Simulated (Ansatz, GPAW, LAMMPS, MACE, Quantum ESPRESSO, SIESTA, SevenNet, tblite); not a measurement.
# Which run comes nearest? Rapidly quenched Si24Mg76 (at. %) (110 atoms)

Density of this cell: 1.86 g/cm³. The cell holds 110 atoms: 26 Si and 84 Mg. Its edges and angles: a = 13.533 Å, b = 13.533 Å, c = 13.533 Å, α = 90.0°, β = 90.0°, γ = 90.0°. 110 atoms (26 Si, 84 Mg) placed at random at 1.75 g/cm³, melted at 2000 K for 10 ps at fixed volume with the MEAM Al-Si-Mg-Cu-Fe potential (Jelinek et al., Phys. Rev. B 85, 245102 (2012)). Quenched from 2000 K to 300 K at 5 K/ps and zero pressure, held 5 ps.

Geometry: as built.

The reference, a calculation:

```
method                 : Kohn-Sham DFT, PBE, SSSP efficiency 1.3.0 pseudopotentials, plane waves (Quantum ESPRESSO 7.5); sssp-pbe-1.3.0-efficiency, cutoffs 45/360 Ry, Γ point
r.m.s. force component : 0.3326 eV/Å
longest force          : 1.452 eV/Å
pressure               : -1.376 GPa
time                   : 16 min on 1 thread of Arm Neoverse V2, shared host
CPU time               : 16 min
```

Runs, in no order:
A. GPAW PBE, LCAO dzp, h 0.22 Å: Kohn-Sham DFT, PBE, PAW, atomic orbitals (dzp)
B. SIESTA PBE, DZP, shift 0.01 Ry, mesh 100 Ry: Kohn-Sham DFT, PBE, PseudoDojo 0.4.1 norm-conserving pseudopotentials (converted to PSML), numerical atomic orbitals (DZP), diagonalisation
C. SevenNet l3i5 potential: machine-learned interatomic potential SevenNet l3i5, trained on PBE(+U) plane-wave data
D. GPAW revPBE, LCAO dzp, h 0.2 Å: Kohn-Sham DFT, revPBE, PAW, atomic orbitals (dzp)

**Question.** Rank the runs by how far their forces lie from the reference's, least first.

A, D, C, B.

```
                                           run  Δ force, r.m.s. (meV/Å)  share of r.m.s. force (%)  CPU time
               A. GPAW PBE, LCAO dzp, h 0.22 Å                     37.5                       11.3    14 min
             D. GPAW revPBE, LCAO dzp, h 0.2 Å                     53.6                       16.1    20 min
                    C. SevenNet l3i5 potential                      103                       30.8     8.2 s
B. SIESTA PBE, DZP, shift 0.01 Ry, mesh 100 Ry                      193                       58.0   1.7 min
```

Machine-learned potentials mimic data converged in k, so the reference's own k-point error enters their differences. The network of bonds at the start is that of the classical potential that made the cell, and needn't be the one that DFT or experiment would give. The electronic-structure runs sample only Γ, in a cell whose shortest periodic width is 14 Å, which is coarse for a cell with partly filled levels.

[Logs are printed without paths, hosts, clocks, repeated set-up lines and the standing remarks that a program may print on its own settings, such as how far it seeks lower states.]

[Hosts, paths, dates, database ids (printed as entryN), source tags and the programs' standing remarks are cut or masked in the printed files.]
